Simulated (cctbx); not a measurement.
# A crystallographic session in cctbx: SrLi8CuSi4

Library: cctbx 2025.11. The data are simulated by the first script.

## 1. Simulate the data

run.py:

```python
from cctbx import adptbx, crystal, miller, sgtbx, xray
from cctbx.array_family import flex
from iotbx.shelx import hklf
from scitbx import matrix
import scitbx.random

cs = crystal.symmetry(unit_cell=(8.747, 8.747, 12.661, 90, 90, 90), space_group_symbol='Hall: -I 4 2c')  # I4/mcm
atoms = [  # label, site, U (iso, or U11 U22 U33 U12 U13 U23 in A^2), occupancy
    ("Sr1", (0.5, 0.5, 0.25), 0.0063, 1),
    ("Cu1", (0.5, 0, 0), 0.0076, 1),
    ("Si1", (0.8206, 0.3206, 0.3804), 0.0082, 1),
    ("Li1", (0.5566, 0.7033, 0), 0.0121, 1),
    ("Li2", (0.6189, 0.1189, 0.3196), 0.0154, 1),
]
xs = xray.structure(crystal_symmetry=cs)
for label, site, u, occ in atoms:
    u = adptbx.u_cif_as_u_star(cs.unit_cell(), u) if isinstance(u, tuple) else u
    xs.add_scatterer(xray.scatterer(label, site=site, u=u, occupancy=occ))
xs.set_inelastic_form_factors(0.7749, "sasaki")
xs.show_summary()
p1 = xs.expand_to_p1()
ms = miller.build_set(p1, anomalous_flag=True, d_min=0.75)
flex.set_random_seed(200328)
scitbx.random.set_random_seed(200328)
ms = ms.select(flex.random_double(ms.size()) < 0.8)
i = ms.structure_factors_from_scatterers(p1, algorithm="direct").f_calc().as_intensity_array().data()
i = i / flex.sqrt(1 + 0.1 * i / flex.max(i))  # extinction
i = i * 40000 / flex.max(i)
sig = flex.sqrt(i + flex.pow2(0.015 * i) + 2 ** 2)
noise = scitbx.random.variate(scitbx.random.normal_distribution())(i.size())
data = ms.array(data=i + sig * noise, sigmas=sig).set_observation_type_xray_intensity()
with open("data.hkl", "w") as f:
    data.export_as_shelx_hklf(f)
print("reflections written:", data.size(), " <I/sigma> = %.1f" % flex.mean(data.data() / data.sigmas()))
for h, a, b in list(data.sort("data"))[:12]:
    print("%4d%4d%4d %9.1f %7.1f" % (h + (a, b)))
```

```console
$ python run.py
```

```text
Number of scatterers: 5
At special positions: 5
Unit cell: (8.747, 8.747, 12.661, 90, 90, 90)
Space group: I 4/m c m (No. 140)
reflections written: 7680  <I/sigma> = 11.5
   0   2  -4   41236.2   632.5
   0  -2  -4   40921.3   632.5
  -2   0  -4   40540.6   632.5
  -2   0   4   39897.7   632.5
   0  -2   4   39627.6   632.5
   0   2   4   39426.5   632.5
   0   0   8   35685.6   566.7
   0   0  -8   34997.7   566.7
   2  -2   0   31936.9   501.1
   2   2   0   31713.2   501.1
  -2  -2   0   31605.3   501.1
  -6   0   0   27897.6   449.3
```

It took 0.28 s on 1 thread of Arm Neoverse V2, on a shared host, peak memory 0.07 GiB.

## 2. Symmetry

run.py:

```python
from cctbx import crystal, sgtbx, statistics
from cctbx.array_family import flex
from iotbx.shelx import hklf

p1 = crystal.symmetry(unit_cell=(8.747, 8.747, 12.661, 90, 90, 90), space_group_symbol="P 1")
raw = hklf.reader(file_name="data.hkl").as_miller_arrays(crystal_symmetry=p1, anomalous=True)[0]
print(raw.size(), "reflections to d = %.3f A" % raw.d_min())
isig = raw.data() / raw.sigmas()
print("centring   violations  <I/sigma> of those")
best = "P"
for c in "ABCIRF":
    a = raw.customized_copy(space_group_info=sgtbx.space_group_info("Hall: %s 1" % c)).sys_absent_flags().data()
    m = flex.mean(isig.select(a))
    print("%5s %10d of %5d %8.1f" % (c, (isig.select(a) > 4).count(True), a.count(True), m))
    if (isig.select(a) > 4).count(True) < 0.01 * a.count(True):
        best = c
raw = raw.select(~raw.customized_copy(space_group_info=sgtbx.space_group_info("Hall: %s 1" % best)).sys_absent_flags().data())
isig = raw.data() / raw.sigmas()
rows = []
for s in sgtbx.space_group_symbol_iterator():
    g = sgtbx.space_group(s)
    if g.conventional_centring_type_symbol() != best or not g.is_compatible_unit_cell(p1.unit_cell(), 1e-3, 0.02):
        continue
    rows.append((s, g))
print("Laue class    unique    Rint  (classes that these axes allow; Friedel mates merged)")
rint = {}
for s, g in rows:
    laue = g.build_derived_patterson_group()
    key = laue.type().hall_symbol()
    if key not in rint:
        m = raw.customized_copy(space_group_info=laue.info(), anomalous_flag=False).merge_equivalents()
        rint[key] = m.r_int()
        print("%-14s %6d %7.3f" % (laue.type().lookup_symbol(), m.array().size(), m.r_int()))
floor = min(rint.values())
good = [(s, g) for s, g in rows if rint[g.build_derived_patterson_group().type().hall_symbol()] < 2 * floor + 0.03]
top = max(g.build_derived_patterson_group().order_z() for s, g in good)
print("space group    extra absences  I>4sigma  <I/sigma>")
for s, g in good:
    laue = g.build_derived_patterson_group()
    if laue.order_z() != top:
        continue
    a = raw.customized_copy(space_group_info=g.info()).sys_absent_flags().data()
    a &= ~raw.customized_copy(space_group_info=laue.info()).sys_absent_flags().data()
    bad = (isig.select(a) > 4).count(True)
    if bad <= 0.03 * a.count(True):
        print("%-16s %8d %10d %9s  %s" % (s.universal_hermann_mauguin(), a.count(True), bad, "%.1f" % flex.mean(isig.select(a)) if a.count(True) else "-", "centric" if g.is_centric() else "acentric"))
laue = max(good, key=lambda t: t[1].build_derived_patterson_group().order_z())[1].build_derived_patterson_group()
f = raw.customized_copy(space_group_info=laue.info(), anomalous_flag=False).merge_equivalents().array().eliminate_sys_absent().f_sq_as_f()
f.set_observation_type_xray_amplitude()
bins = max(3, min(8, f.size() // 12))
f.setup_binner(n_bins=bins)
w = statistics.wilson_plot(f, {e: n / laue.order_z() for e, n in {'Sr': 4.0, 'Cu': 4.0, 'Si': 16.0, 'Li': 32.0}.items()}, e_statistics=True)
print("Wilson B = %.2f A^2   <|E^2-1|> = %.3f (0.968 centric, 0.736 acentric)   E^2>4: %.1f %%" % (w.wilson_b, w.mean_e_sq_minus_1, w.percent_e_sq_gt_2))
print("shell (A)         n   <I/sigma>")
m = raw.customized_copy(space_group_info=laue.info(), anomalous_flag=False).merge_equivalents().array().eliminate_sys_absent()
for b in m.setup_binner(n_bins=bins).range_used():
    sel = m.binner().selection(b)
    print("%5.2f - %4.2f %6d %8.1f" % (min(m.binner().bin_d_range(b)[0] if m.binner().bin_d_range(b)[0] > 0 else 99, 99), m.binner().bin_d_range(b)[1], sel.count(True), flex.mean((m.data() / m.sigmas()).select(sel))))
```

```console
$ python run.py
```

```text
7680 reflections to d = 0.750 A
centring   violations  <I/sigma> of those
    A       1634 of  3815     12.5
    B       1619 of  3827     12.4
    C       1523 of  3864      7.8
    I          0 of  3828     -0.0
    R       2128 of  5121     11.6
    F       2388 of  5753     10.9
Laue class    unique    Rint  (classes that these axes allow; Friedel mates merged)
I 1 2/m 1        1273   0.014
I 1 1 2/m        1251   0.015
I 2/m 1 1        1270   0.015
I m m m           707   0.016
I 4/m             631   0.016
I 4/m m m         385   0.017
space group    extra absences  I>4sigma  <I/sigma>
I 4 2 2                 0          0         -  acentric
I 4 m m                 0          0         -  acentric
I 4 c m               250          0       0.0  acentric
I -4 m 2                0          0         -  acentric
I -4 c 2              250          0       0.0  acentric
I -4 2 m                0          0         -  acentric
I 4/m m m               0          0         -  centric
I 4/m c m             250          0       0.0  centric
Wilson B = 0.87 A^2   <|E^2-1|> = 0.978 (0.968 centric, 0.736 acentric)   E^2>4: 2.2 %
shell (A)         n   <I/sigma>
 7.20 - 1.50     61     75.1
 1.50 - 1.19     53     79.4
 1.19 - 1.04     47     66.7
 1.04 - 0.94     47     64.0
 0.94 - 0.88     41     70.8
 0.88 - 0.83     48     68.2
 0.83 - 0.78     46     53.7
 0.78 - 0.75     42     56.0
```

Time: 0.27 s.

## 3. Patterson map

run.py:

```python
from cctbx import crystal, maptbx
from iotbx.shelx import hklf

cs = crystal.symmetry(unit_cell=(8.747, 8.747, 12.661, 90, 90, 90), space_group_symbol='Hall: -I 4 2c')  # I4/mcm
raw = hklf.reader(file_name="data.hkl").as_miller_arrays(crystal_symmetry=cs, anomalous=True)[0]
merged = raw.eliminate_sys_absent().merge_equivalents()
fo2 = merged.array().set_observation_type_xray_intensity()
f = fo2.average_bijvoet_mates().f_sq_as_f()
pm = f.patterson_map(symmetry_flags=maptbx.use_space_group_symmetry, sharpening=True, resolution_factor=0.25)
peaks = pm.peak_search(parameters=maptbx.peak_search_parameters(min_distance_sym_equiv=0.4, max_clusters=14)).all()
top = peaks.heights()[0]
print("Patterson group", f.patterson_symmetry().space_group_info())
print("      u       v       w   height  length (A)")
for x, h in zip(peaks.sites(), peaks.heights()):
    y = [t - round(t) for t in x]
    print("%7.3f %7.3f %7.3f %8.1f %8.2f" % (x + (1000 * h / top, cs.unit_cell().length(y))))
```

```console
$ python run.py
```

```text
Patterson group I 4/m m m
      u       v       w   height  length (A)
  0.000   0.000   0.000   1000.0     0.00
  0.000   0.000   0.500    740.8     6.33
  0.000   0.500   0.250    739.9     5.40
  0.181   0.319   0.130    165.5     3.60
  0.180   0.180   0.120    145.2     2.69
  0.182   0.182   0.380    143.8     5.31
  0.000   0.000   0.240    119.0     3.04
  0.000   0.365   0.500    114.9     7.09
  0.000   0.370   0.259     73.1     4.61
  0.000   0.000   0.085     51.7     1.08
  0.139   0.139   0.500     50.4     6.56
  0.064   0.064   0.443     42.6     5.66
  0.065   0.065   0.056     38.7     1.07
  0.000   0.000   0.415     38.6     5.25
```

Time: 0.26 s.

## 4. Charge flipping

run.py:

```python
import itertools
from cctbx import crystal, maptbx
from cctbx.array_family import flex
from iotbx.shelx import hklf
from smtbx.ab_initio import charge_flipping as cf

cs = crystal.symmetry(unit_cell=(8.747, 8.747, 12.661, 90, 90, 90), space_group_symbol='Hall: -I 4 2c')  # I4/mcm
raw = hklf.reader(file_name="data.hkl").as_miller_arrays(crystal_symmetry=cs, anomalous=True)[0]
merged = raw.eliminate_sys_absent().merge_equivalents()
fo2 = merged.array().set_observation_type_xray_intensity()
f = fo2.average_bijvoet_mates().f_sq_as_f().resolution_filter(d_min=0.8)
p1 = f.expand_to_p1()
work = p1
flex.set_random_seed(84386)
it = cf.weak_reflection_improved_iterator(delta=None, weak_reflection_fraction=0.2)
it.start(work, phases=flex.random_double(p1.size()) * 6.2832, f_000=0)
it.delta = 1 * it.rho_map.sigma()
print("cycle      R  skewness")
for n, st in enumerate(itertools.islice(it, 100)):
    if n % 8 == 0:
        print("%5d %6.3f %8.2f" % (n, st.r1_factor(), st.rho_map.skewness()))
rho = p1.phase_transfer(it.f_calc).fft_map().apply_volume_scaling()
polish = cf.low_density_elimination_iterator(constant_rho_c=rho.sigma())
polish.start(f_obs=p1, phases=it.f_calc, f_000=0)
for _ in range(8):
    next(polish)
print("origin shift          correlation  skewness")
maps = []
for fc, shift, cc in itertools.islice(cf.f_calc_symmetrisations(f, polish.f_calc, 0), 4):
    m = f.phase_transfer(fc).fft_map(symmetry_flags=maptbx.use_space_group_symmetry, resolution_factor=0.25).apply_sigma_scaling()
    maps.append((m.skewness(), cc, m))
    print("%6.3f %6.3f %6.3f %10.3f %9.2f" % (tuple(shift) + (cc, m.skewness())))
skew, cc, m = max((t for t in maps if t[1] > maps[0][1] - 0.04), key=lambda t: t[0])
print("taken: symmetry correlation %.3f, skewness %.2f" % (cc, skew))
peaks = m.peak_search(parameters=maptbx.peak_search_parameters(min_distance_sym_equiv=0.9, max_clusters=10)).all()
sps = cs.special_position_settings(min_distance_sym_equiv=0.5)
print("peak      x       y       z  mult  height/sigma")
for k, (x, h) in enumerate(zip(peaks.sites(), peaks.heights())):
    ss = sps.site_symmetry(x)
    print("Q%-3d %7.4f %7.4f %7.4f %4d %8.1f" % ((k + 1,) + tuple(t % 1 for t in ss.exact_site()) + (ss.multiplicity(), h)))
```

```console
$ python run.py
```

```text
cycle      R  skewness
    0  0.619     0.23
    8  0.483     1.68
   16  0.451     2.09
   24  0.431     2.71
   32  0.446     3.65
   40  0.384     7.02
   48  0.304     7.08
   56  0.301     6.83
   64  0.305     6.73
   72  0.314     6.92
   80  0.299     6.84
   88  0.301     6.71
   96  0.305     6.73
origin shift          correlation  skewness
 0.148  0.519  0.337      0.811      3.44
 0.144  0.015  0.144      0.811      2.29
 0.144  0.515  0.394      0.809      2.18
 0.148  0.019  0.087      0.812      3.56
taken: symmetry correlation 0.812, skewness 3.56
peak      x       y       z  mult  height/sigma
Q1    0.0000  0.0000  0.0000    4     14.8
Q2    0.0000  0.5000  0.2500    4     14.5
Q3    0.1867  0.3133  0.1346   16      5.8
Q4    0.1897  0.1840  0.1198   32      5.3
Q5    0.1093  0.3907  0.1112   16      2.1
Q6    0.0966  0.2161  0.3313   32      2.1
Q7    0.0000  0.3673  0.2500   16      2.0
Q8    0.0781  0.1063  0.3361   32      2.0
Q9    0.0000  0.5000  0.1428    8      1.8
Q10   0.0623  0.1539  0.4278   32      1.7
```

Time: 0.48 s.

## 5. Refinement (model from the peaks)

run.py:

```python
import math
from cctbx import adptbx, crystal, maptbx, sgtbx, xray
from cctbx.array_family import flex
from cctbx.xray import observations
from iotbx.shelx import hklf
from scitbx.lstbx import normal_eqns_solving
from smtbx import absolute_structure, utils
from smtbx.refinement import constraints, least_squares

cs = crystal.symmetry(unit_cell=(8.747, 8.747, 12.661, 90, 90, 90), space_group_symbol='Hall: -I 4 2c')  # I4/mcm
atoms = [  # label, site, U (iso, or U11 U22 U33 U12 U13 U23 in A^2), occupancy
    ("Cu1", (0, 0, 0), 0.0200, 1),
    ("Sr1", (0, 0.5, 0.25), 0.0200, 1),
    ("Si1", (0.1867, 0.3133, 0.1346), 0.0200, 1),
    ("Li1", (0.0781, 0.1063, 0.3361), 0.0200, 1),
]
xs = xray.structure(crystal_symmetry=cs)
for label, site, u, occ in atoms:
    u = adptbx.u_cif_as_u_star(cs.unit_cell(), u) if isinstance(u, tuple) else u
    xs.add_scatterer(xray.scatterer(label, site=site, u=u, occupancy=occ))
xs.set_inelastic_form_factors(0.7749, "sasaki")
raw = hklf.reader(file_name="data.hkl").as_miller_arrays(crystal_symmetry=cs, anomalous=True)[0]
merged = raw.eliminate_sys_absent().merge_equivalents()
fo2 = merged.array().set_observation_type_xray_intensity()
print("Rint %.3f, %d unique reflections to %.2f A" % (merged.r_int(), fo2.size(), fo2.d_min()))
for sc in xs.scatterers():
    sc.flags.set_grad_site(True)
    sc.flags.set_grad_u_aniso(sc.flags.use_u_aniso())
    sc.flags.set_grad_u_iso(sc.flags.use_u_iso())
obs = fo2.as_xray_observations()
extra = {}
rep = constraints.reparametrisation(xs, [], utils.connectivity_table(xs), **extra)
ls = least_squares.crystallographic_ls(obs, rep, weighting_scheme=least_squares.mainstream_shelx_weighting(a=0, b=0))
print("cycle     R1     wR2    GooF  max shift (A)")
for cycle in range(6):
    ls.build_up()
    r1, wr2, goof = ls.r1_factor(cutoff_factor=2)[0], ls.wR2(), ls.goof()
    old = xs.sites_cart()
    normal_eqns_solving.levenberg_marquardt_iterations(ls, n_max_iterations=3, tau=0.0001, step_threshold=1e-7)
    big = flex.max((xs.sites_cart() - old).norms())
    print("%4d %7.4f %7.4f %7.3f %9.5f" % (cycle + 1, r1, wr2, goof, big))
    ls.build_up(objective_only=True)
    if abs(ls.wR2() - wr2) < 5e-5 and big < 5e-4:
        break
ls.build_up()
print("final R1 %.4f wR2 %.4f GooF %.3f  parameters %d  data/parameter %.1f" % (ls.r1_factor(cutoff_factor=2)[0], ls.wR2(), ls.goof(), ls.n_parameters, fo2.size() / ls.n_parameters))
cov = ls.covariance_matrix_and_annotations()
su = dict(zip(cov.annotations, (math.sqrt(max(v, 0)) for v in cov.matrix.matrix_packed_u_diagonal())))
a2 = cs.unit_cell().reciprocal_parameters()[0] ** -2
print("atom        x        y        z      Ueq    occ   su(xyz)  su(Uiso or U11)")
for sc in xs.scatterers():
    s = max(su.get(sc.label + k, 0) for k in (".x", ".y", ".z"))
    npd = "" if sc.is_positive_definite_u(cs.unit_cell()) else "  NPD"
    print("%-5s %8.5f %8.5f %8.5f %8.4f %6.3f %8.5f %7.4f%s" % ((sc.label,) + sc.site + (sc.u_iso_or_equiv(cs.unit_cell()), sc.occupancy, s, su.get(sc.label + ".uiso", su.get(sc.label + ".u11", 0) * a2), npd)))
fo = fo2.f_sq_as_f()
fc = fo.structure_factors_from_scatterers(xs, algorithm="direct").f_calc()
diff = fo.f_obs_minus_f_calc(1 / math.sqrt(ls.scale_factor()), fc).average_bijvoet_mates()
m = diff.fft_map(symmetry_flags=maptbx.use_space_group_symmetry, resolution_factor=0.25).apply_volume_scaling()
print("difference map: max %.2f min %.2f rms %.2f" % (m.statistics().max(), m.statistics().min(), m.statistics().sigma()))
peaks = m.peak_search(parameters=maptbx.peak_search_parameters(min_distance_sym_equiv=0.6, max_clusters=6)).all()
near = xs.closest_distances(peaks.sites(), distance_cutoff=4)
sps = cs.special_position_settings(min_distance_sym_equiv=0.5)
for k, (x, h) in enumerate(zip(peaks.sites(), peaks.heights())):
    ss = sps.site_symmetry(x)
    print("Q%-3d %7.4f %7.4f %7.4f %4d %7.2f  %.2f A from %s" % ((k + 1,) + tuple(t % 1 for t in ss.exact_site()) + (ss.multiplicity(), h, near.smallest_distances[k], xs.scatterers()[near.i_seqs[k]].label)))
```

```console
$ python run.py
```

```text
Rint 0.017, 346 unique reflections to 0.75 A
cycle     R1     wR2    GooF  max shift (A)
   1  0.5124  0.8377  78.854   0.55848
   2  0.1579  0.3739  35.194   0.45079
   3  0.1586  0.3683  34.665   0.42619
   4  0.1600  0.3606  33.941   0.10509
   5  0.1605  0.3600  33.883   0.02953
   6  0.1606  0.3599  33.879   0.01058
final R1 0.1606 wR2 0.3599 GooF 33.878  parameters 9  data/parameter 38.4
atom        x        y        z      Ueq    occ   su(xyz)  su(Uiso or U11)
Cu1    0.00000  0.00000  0.00000   0.0013  1.000  0.00000  0.0012
Sr1    0.00000  0.50000  0.25000   0.0091  1.000  0.00000  0.0013
Si1    0.17883  0.32117  0.12170   0.0079  1.000  0.00043  0.0014
Li1    0.04580  0.17718  0.37906   0.0914  1.000  0.01047  0.0178
difference map: max 9.04 min -4.68 rms 0.86
Q1    0.0000  0.0000  0.0000    4    9.04  0.00 A from Cu1
Q2    0.0000  0.5000  0.2500    4    7.76  0.00 A from Sr1
Q3    0.0546  0.2001  0.5000   16    5.30  1.55 A from Li1
Q4    0.1142  0.3858  0.3169   16    4.90  1.65 A from Sr1
Q5    0.1781  0.3219  0.3502   16    4.79  1.75 A from Li1
Q6    0.1851  0.3149  0.1314   16    4.72  0.14 A from Si1
```

Time: 0.56 s.

Figures of merit this high mean that the model is still wrong or incomplete.

## 6. Charge flipping

run.py, as its changes from the last script of this kind:

```diff
@@ -13,2 +13,3 @@
-work = p1
-flex.set_random_seed(84386)
+p1.setup_binner_counting_sorted(reflections_per_bin=max(40, p1.size() // 12))
+work = p1.array(data=p1.data() / p1.amplitude_quasi_normalisations().data())
+flex.set_random_seed(84387)
@@ -19,2 +20,2 @@
-for n, st in enumerate(itertools.islice(it, 100)):
-    if n % 8 == 0:
+for n, st in enumerate(itertools.islice(it, 200)):
+    if n % 16 == 0:
```

```console
$ python run.py
```

```text
cycle      R  skewness
    0  0.602     0.28
   16  0.460     1.78
   32  0.466     2.07
   48  0.486     2.54
   64  0.486     5.16
   80  0.455     5.69
   96  0.448     5.45
  112  0.465     5.31
  128  0.445     5.36
  144  0.445     5.11
  160  0.456     5.48
  176  0.451     5.55
  192  0.445     5.50
origin shift          correlation  skewness
 0.256  0.554  0.082      0.781      1.08
 0.256  0.054  0.332      0.781      1.12
 0.171 -0.011  0.315      0.781      0.40
 0.171 -0.011  0.064      0.779      0.47
taken: symmetry correlation 0.781, skewness 1.12
peak      x       y       z  mult  height/sigma
Q1    0.0000  0.4032  0.2500   16      7.6
Q2    0.0027  0.0894  0.0000   16      7.2
Q3    0.0540  0.3135  0.5000   16      3.9
Q4    0.2489  0.2511  0.0457   16      3.6
Q5    0.0614  0.3027  0.0000   16      3.5
Q6    0.2563  0.2437  0.2036   16      3.5
Q7    0.0000  0.1854  0.2500   16      2.8
Q8    0.0302  0.2544  0.1297   32      2.5
Q9    0.0858  0.4142  0.0843   16      2.4
Q10   0.0618  0.1095  0.0567   32      2.2
```

Run time: 0.54 s on 1 thread of Arm Neoverse V2 (shared host), peak memory 0.08 GiB.

[Logs are printed without paths, hosts, clocks, repeated set-up lines and the standing remarks that a program may print on its own settings, such as how far it seeks lower states.]
